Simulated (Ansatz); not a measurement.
**VGe2As4 monolayer in a perpendicular field**

Wanted: the out-of-plane response of the VGe2As4 monolayer. A positive field points along +c.

Method: plane-wave DFT, PBE-D3(BJ), Ansatz PAW, in Ansatz 0.2.0.

Most raw output is cut from this account.

### 1. The structure

The cell holds 7 atoms: 4 As, 2 Ge and 1 V. Cell: a = 3.730 Å, b = 3.730 Å, c = 49.186 Å, α = 90.0°, β = 90.0°, γ = 120.0°. Vacuum lies along c.

As a file:

```cif
data_structure
_symmetry_space_group_name_H-M 'P 1'
_symmetry_Int_Tables_number 1
_cell_length_a 3.7300
_cell_length_b 3.7300
_cell_length_c 49.1860
_cell_angle_alpha 90.000
_cell_angle_beta 90.000
_cell_angle_gamma 120.000
_cell_volume 592.64
loop_
_atom_site_label
_atom_site_type_symbol
_atom_site_fract_x
_atom_site_fract_y
_atom_site_fract_z
_atom_site_occupancy
As1 As 0.00000 0.00000 0.40764 1
Ge2 Ge 0.33333 0.66667 0.42518 1
As3 As 0.33333 0.66667 0.47235 1
V4 V 0.00000 0.00000 0.50000 1
As5 As 0.33333 0.66667 0.52765 1
Ge6 Ge 0.33333 0.66667 0.57482 1
As7 As 0.00000 0.00000 0.59236 1
```

### 2. Relaxation

The starting cell is a guess, so the in-plane lattice and the atoms are relaxed first, with the slab cut off from its images along the normal.

Input file input.yaml:

```yaml
crystal:
  lattice:
    - [3.73, 0.0, 0.0]
    - [-1.865, 3.2302747561, 0.0]
    - [0.0, 0.0, 49.185979402]
  atoms:
    - { symbol: As, position: [0.0, 0.0, 0.40763649] }
    - { symbol: Ge, position: [0.3333333333, 0.6666666667, 0.4251821129] }
    - { symbol: As, position: [0.3333333333, 0.6666666667, 0.472350026] }
    - { symbol: V, position: [0.0, 0.0, 0.5], spin: 1.0 }
    - { symbol: As, position: [0.3333333333, 0.6666666667, 0.527649974] }
    - { symbol: Ge, position: [0.3333333333, 0.6666666667, 0.5748178871] }
    - { symbol: As, position: [0.0, 0.0, 0.59236351] }
  periodic: [true, true, false]
magnetization:
  spin_polarized: true
kpoints:
  mp_grid: { grid: [12, 12, 1] }
hamiltonian:
  xc: pbe
  dispersion: d3bj
scf:
  occupations: { method: fermi_dirac, width: 0.05 }
  convergence: { dr2_threshold: 1.0e-09 }
relax:
  f_tol: 0.004
  max_steps: 90
  cell: {}
output:
  write_potential: true
  write_density: true
  volumetric_format: npy
```

The run is started by

```sh
ansatz run input.yaml --threads 4 --pin off --max-ram 6144MiB --backend cpu --events-out ev --progress --plain --runs-dir out
```

It took 3.3 min on 4 threads of Intel Xeon Platinum 8488C (Sapphire Rapids), shared host; peak memory 1.9 GiB.

Step by step:

```
step  energy less that of the first step (eV)  largest force component (eV/Å)  volume (Å³)
   1                                   0.0000                          2.8098       592.64
   2                                  -0.7960                          0.9388       589.20
   3                                  -1.0429                          0.3205       577.80
   4                                  -1.0706                          0.1144       571.45
   5                                  -1.0721                          0.0344       570.29
   6                                  -1.0722                          0.0021       570.37
  7*                                  -1.0712                          0.0021       570.37
```

Relaxation steps marked * repeat the geometry before them on a plane-wave basis chosen anew for their cell, so energy and pressure can jump there.

The run keeps the 12 symmetry operations that it works with, so distortions that break them were not tested.

```
cell as run  before  after  change
      a (Å)   3.730  3.659  -1.9 %
      b (Å)   3.730  3.659  -1.9 %
```

The atoms that moved most (Å, along periodic axes as changes of fractional coordinates times the final cell, across vacuum about the mean position):

```
atom     dx     dy      dz  length
 As7  0.000  0.000   0.476   0.476
 As1  0.000  0.000  -0.476   0.476
 Ge6  0.000  0.000   0.154   0.154
 Ge2  0.000  0.000  -0.154   0.154
 As3  0.000  0.000  -0.041   0.041
 As5  0.000  0.000   0.041   0.041
```

Final coordinates:

```cif
data_structure
_symmetry_space_group_name_H-M 'P 1'
_symmetry_Int_Tables_number 1
_cell_length_a 3.6593
_cell_length_b 3.6593
_cell_length_c 49.1860
_cell_angle_alpha 90.000
_cell_angle_beta 90.000
_cell_angle_gamma 120.000
_cell_volume 570.37
loop_
_atom_site_label
_atom_site_type_symbol
_atom_site_fract_x
_atom_site_fract_y
_atom_site_fract_z
_atom_site_occupancy
As1 As 0.00000 0.00000 0.39796 1
Ge2 Ge 0.33333 0.66667 0.42206 1
As3 As 0.33333 0.66667 0.47152 1
V4 V 0.00000 0.00000 0.50000 1
As5 As 0.33333 0.66667 0.52848 1
Ge6 Ge 0.33333 0.66667 0.57794 1
As7 As 0.00000 0.00000 0.60204 1
```

Numbers from this step:

```yaml
energy_at_zero_smearing: -30929.6863 eV
total_moment: 0.9369 μB
site_moments: 0.002364, 0.008662, -0.04618, 0.8403, -0.04618, 0.008662, 0.002364 μB
```

Site moment by atom:

```
atom  site moment (μB)
 As1             0.002
 Ge2             0.009
 As3            -0.046
  V4             0.840
 As5            -0.046
 Ge6             0.009
 As7             0.002
```

The lattice constant a goes from 3.730 to 3.659 Å.

### 3. Atoms held, field 0

A sawtooth potential applies the field, turning back in the middle of the vacuum. With the dipole correction the typed value is the field outside the slab. The induced dipole is small, so the SCF threshold is tight.

The cell differs from the one that the last finished run ended in (c 49.186 → 28.037 Å).

Input file input.yaml:

```yaml
crystal:
  lattice:
    - [3.6592588088, 0.0, 0.0]
    - [-1.8296294044, 3.1690110874, 0.0]
    - [0.0, 0.0, 28.0374360609]
  atoms:
    - { symbol: As, position: [0.0, 0.0, 0.3209993945] }
    - { symbol: Ge, position: [0.3333333333, 0.6666666667, 0.3632697917], spin: 0.01 }
    - { symbol: As, position: [0.3333333333, 0.6666666667, 0.4500385185], spin: -0.05 }
    - { symbol: V, position: [0.0, 0.0, 0.5], spin: 0.84 }
    - { symbol: As, position: [0.3333333333, 0.6666666667, 0.5499614815], spin: -0.05 }
    - { symbol: Ge, position: [0.3333333333, 0.6666666667, 0.6367302083], spin: 0.01 }
    - { symbol: As, position: [0.0, 0.0, 0.6790006055] }
magnetization:
  spin_polarized: true
kpoints:
  mp_grid: { grid: [12, 12, 1] }
  band_path:
    path: [[0, 0, 0], [0.5, 0, 0], [0.33333333, 0.33333333, 0], [0, 0, 0]]
    npoints: 16
hamiltonian:
  xc: pbe
  dispersion: d3bj
scf:
  occupations: { method: fermi_dirac, width: 0.02585 }
  convergence: { dr2_threshold: 1.0e-10 }
efield:
  axis: 3
  dipole_correction: true
  ramp_position: 0.97
  ramp_width: 0.06
  amplitude: 0
output:
  dos: { projected: true, e_range: [-6, 5] }
  write_potential: true
  write_density: true
  volumetric_format: npy
  elf: true
```

Elapsed: 36 s, on 4 threads; peak memory 1.5 GiB.

This step gave:

```
energy at zero smearing   : -30929.6888 eV
total moment              : 0.9673 μB
site moments              : 0.003042, 0.009390, -0.04722, 0.8616, -0.04722, 0.009390, 0.003042 μB
work function, upper face : 4.986 eV
dipole along the normal   : 2.67e-7 e·Å
```

Running mean over a fixed 2.8 Å (it still follows the layers) of the planar mean; the ramp of the sawtooth is left out. The electron's electrostatic potential energy less the Fermi level by z:

```
z (Å)  electron's electrostatic potential energy less the Fermi level (eV)
  3.5                                                                 4.99
  4.0                                                                 4.99
  4.5                                                                 4.98
  5.0                                                                 4.98
  5.5                                                                 4.97
  6.0                                                                 4.93
  6.5                                                                 4.74
  7.0                                                                 4.04
  7.5                                                                 2.81
  8.0                                                                 1.35
  8.5                                                               -0.854
  9.0                                                                -3.00
  9.5                                                                -4.31
 10.0                                                                -4.00
 10.5                                                                -3.40
 11.0                                                                -2.70
 11.5                                                                -1.50
 12.0                                                                -1.09
 12.5                                                                -1.97
 13.0                                                                -3.54
 13.5                                                                -4.56
 14.0                                                                -4.77
 14.5                                                                -4.59
 15.0                                                                -3.64
 15.5                                                                -2.07
 16.0                                                                -1.12
 16.5                                                                -1.43
 17.0                                                                -2.61
 17.5                                                                -3.37
 18.0                                                                -3.95
 18.5                                                                -4.33
 19.0                                                                -3.15
 19.5                                                                -1.02
 20.0                                                                 1.21
 20.5                                                                 2.72
 21.0                                                                 3.95
 21.5                                                                 4.72
 22.0                                                                 4.92
 22.5                                                                 4.97
 23.0                                                                 4.98
 23.5                                                                 4.98
 24.0                                                                 4.99
 24.5                                                                 4.99
```

The density of states has structure finer than the step of the table below, so its rows give means over 0.2 eV, whole bins alone (the curve runs from -6 to 1.99 eV). Peaks (eV: height): total -3.68: 7.61, -1.95: 9.02, -1.59: 11.6, -1.15: 10.3, -1.01: 11.9, 1.69: 7.69, 1.80: 7.71; up -3.68: 5.99, -2.94: 4.44, -1.97: 4.48, -1.73: 5.32, -1.59: 9.46, -1.15: 6.27, 1.58: 4.44; down -3.63: 4.27, -2.22: 4.25, -1.95: 4.92, -1.56: 6.32, -1.01: 8.37, 1.69: 4.96, 1.80: 4.62.

Density of states against energy, zero at the Fermi level; means over each step; values in states/eV a cell:

```
energy (eV)  total     up   down
       -5.8  0.776  0.395  0.382
       -5.6   1.43  0.723  0.706
       -5.4      0      0      0
       -5.2      0      0      0
       -5.0      0      0      0
       -4.8      0      0      0
       -4.6   2.48   1.56  0.926
       -4.4   5.24   2.68   2.56
       -4.2   3.40   1.82   1.58
       -4.0   2.74   1.24   1.50
       -3.8   3.02   1.65   1.37
       -3.6   4.77   2.53   2.24
       -3.4   3.13   1.53   1.61
       -3.2   2.59   1.38   1.21
       -3.0   4.22   2.12   2.10
       -2.8   2.74   1.24   1.50
       -2.6   4.26   2.35   1.92
       -2.4   6.15   3.18   2.96
       -2.2   6.70   3.38   3.31
       -2.0   7.37   3.66   3.71
       -1.8   4.79   2.68   2.11
       -1.6   6.89   3.78   3.12
       -1.4   5.56   2.92   2.64
       -1.2   7.26   4.41   2.85
       -1.0   8.63   3.40   5.23
       -0.8   4.35   1.67   2.68
       -0.6   3.67   2.46   1.21
       -0.4   3.40   2.60  0.798
       -0.2   1.74   1.26  0.479
        0.0  0.982  0.538  0.444
        0.2   1.23  0.302  0.924
        0.4   2.69  0.763   1.92
        0.6   2.47   1.33   1.13
        0.8   2.70   1.95  0.747
        1.0   1.50   1.28  0.225
        1.2   2.30  0.922   1.38
        1.4   2.80   1.52   1.29
        1.6   5.64   3.04   2.60
        1.8   6.37   2.77   3.60
```

Projected DOS per atom over height of the atomic layer and energy from the Fermi level. Layers: As Ge As V As Ge As from below.

Ten even steps from '_' (0.00 states/eV) to '@' (3.15 states/eV), each cell a mean:
```
......@@......
______++______
______--______
______**______
______++______
______..______
______++______
..__..--..__..
--..==**==..--
::..--==--..::
--..::::::..--
==::--::--::==
::..::..::..::
..............
..............
....::..::....
__..::__::..__
..::::..::::..
______________
______________
______________
______________
```
Columns: height of the atomic layer (Å) from 9 to 19.0 (not evenly spaced); rows upwards: energy from the Fermi level (eV) from -5.96 to 1.96.

Projected DOS per atom, spin up over height of the atomic layer and energy from the Fermi level. Layers: As Ge As V As Ge As from below.

Values in states/eV, 22 rows by 7 columns, each cell a mean:
```
0.24 0.20 0.32 0.98 0.32 0.20 0.24
0.18 0.14 0.23 0.91 0.23 0.14 0.18
0.04 0.03 0.13 0.67 0.13 0.03 0.04
0.07 0.07 0.12 1.35 0.12 0.07 0.07
0.01 0.01 0.02 0.61 0.02 0.01 0.01
0.03 0.02 0.01 0.29 0.01 0.02 0.03
0.15 0.09 0.08 1.58 0.08 0.09 0.15
0.25 0.12 0.22 0.78 0.22 0.12 0.25
0.58 0.19 0.63 1.10 0.63 0.19 0.58
0.46 0.19 0.52 0.82 0.52 0.19 0.46
0.49 0.27 0.40 0.57 0.40 0.27 0.49
0.64 0.35 0.48 0.45 0.48 0.35 0.64
0.36 0.28 0.43 0.36 0.43 0.28 0.36
0.26 0.20 0.24 0.22 0.24 0.20 0.26
0.23 0.17 0.20 0.18 0.20 0.17 0.23
0.30 0.29 0.37 0.26 0.37 0.29 0.30
0.14 0.16 0.29 0.16 0.29 0.16 0.14
0.26 0.32 0.46 0.21 0.46 0.32 0.26
0.05 0.07 0.14 0.05 0.14 0.07 0.05
0.00 0.00 0.00 0.00 0.00 0.00 0.00
0.06 0.05 0.03 0.00 0.03 0.05 0.06
0.08 0.08 0.04 0.01 0.04 0.08 0.08
```
Columns: height of the atomic layer (Å) from 9 to 19.0 (not evenly spaced); rows upwards: energy from the Fermi level (eV) from -5.96 to 1.96.

Projected DOS per atom, spin down over height of the atomic layer and energy from the Fermi level. Layers: As Ge As V As Ge As from below.

Ten even steps from '_' (0.00 states/eV) to '@' (2.17 states/eV), each cell a mean:
```
..__..@@..__..
______==______
______..______
______::______
______++______
______..______
______..______
..__..::..__..
::__--==--__::
::__::::::__::
::..........::
::..::..::..::
..............
..__..__..__..
..__________..
......__......
____..__..____
....::__::....
______________
______________
______________
______________
```
Columns: height of the atomic layer (Å) from 9 to 19.0 (not evenly spaced); rows upwards: energy from the Fermi level (eV) from -5.96 to 1.96.

Deep bands are left out, so band numbers here count from the lowest band kept and differ from the log's. Electronic bands along the path, in eV, zero at the Fermi level; # counts the bands kept:

```
  point  up #9  up #11  up #12  up #13  down #9  down #11  down #12  down #13
      Γ  -0.13   -0.08   -0.08   -0.03    -0.10      0.03      0.03      0.80
halfway  -1.46   -0.95   -0.89   -0.38    -1.40     -0.85     -0.73      0.52
      M  -1.98   -1.44   -0.79   -0.79    -1.96     -1.22     -0.63     -0.07
halfway  -2.03   -1.59   -1.12   -0.39    -1.97     -1.50     -1.03      0.36
      K  -2.42   -1.55   -0.89   -0.11    -2.40     -1.52     -0.86      0.67
halfway  -1.65   -1.20   -0.87   -0.44    -1.53     -1.03     -0.80      0.49
      Γ  -0.13   -0.08   -0.08   -0.03    -0.10      0.03      0.03      0.80
```

Site moment by atom:

```
atom  site moment (μB)
 As1             0.003
 Ge2             0.009
 As3            -0.047
  V4             0.862
 As5            -0.047
 Ge6             0.009
 As7             0.003
```

Spin density in the ca plane at fractional y = 0.667, with atoms of Ge and As within 0.2 Å of it.

Values in units of 1e-2 e/Å³, 6 rows by 16 columns, each cell a mean:
```
 0.0  0.0  0.0  0.1  0.0  0.0  0.0  0.2  2.7  1.7  0.1  0.0  0.0  0.0  0.0  0.0
 0.0  0.0  0.0  0.1  0.0  0.0 -0.1 -0.1  2.2  1.4 -0.1  0.0  0.0  0.0  0.0  0.0
 0.0  0.0  0.0  0.1  0.0  0.2 -0.2 -1.1  0.3 -0.2 -1.0  0.0  0.2  0.1  0.0  0.0
 0.0  0.0  0.0  0.1  0.1  0.3  0.2  0.1 -0.6 -0.6  0.2  0.5  0.2  0.1  0.0  0.0
 0.0  0.0  0.0  0.1  0.1  0.3  0.1 -0.5 -0.4 -0.7 -0.4  0.3  0.2  0.1  0.0  0.0
 0.0  0.0  0.0  0.1  0.0  0.1 -0.2 -0.9  0.9  0.3 -0.8  0.0  0.1  0.1  0.0  0.0
```
Columns run along c (16.0 Å, from fractional 0.19 to 0.76 of the cell), rows up along a (3.7 Å). Atoms in or near the plane, at fractional coordinates: Ge at (0.36, 0.33), As at (0.45, 0.33), As at (0.55, 0.33), Ge at (0.64, 0.33).

ELF in the ca plane at fractional y = 0.667, with atoms of Ge and As within 0.2 Å of it. It is the smooth field of the valence electrons, not physical close to the nuclei.

Ten even steps from '0' (0.00) to '9' (0.73), each cell a mean:
```
00001358887776421124553111355421125677788752
00001368987765310012331101133210013567889863
00001257887777531135664111466521135777788752
00000124567876554468998424899864455688765421
00000001235654456888788636887888654456432100
00000000013430137985357536743589631134310000
00000000013420027983236536632489620024310000
00000000123431147986457646754689631134310000
00000011245665456788898636998887654566532100
00000135677887654468997324899753456788766431
```
Columns run along c (16.0 Å, from fractional 0.19 to 0.76 of the cell), rows up along a (3.7 Å). Atoms in or near the plane, at fractional coordinates: Ge at (0.36, 0.33), As at (0.45, 0.33), As at (0.55, 0.33), Ge at (0.64, 0.33).

[end of part 1 of 2]

[Logs are printed without paths, hosts, clocks, repeated set-up lines and the standing remarks that a program may print on its own settings, such as how far it seeks lower states.]

[Hosts, paths, dates, database ids (printed as entryN), source tags and the programs' standing remarks are cut or masked in the printed files.]

[Maps of the electrostatic potential energy from Ansatz leave out the sawtooth potential of an applied field or a dipole correction, so their vacuum need not be flat; planar profiles and work functions include it.]
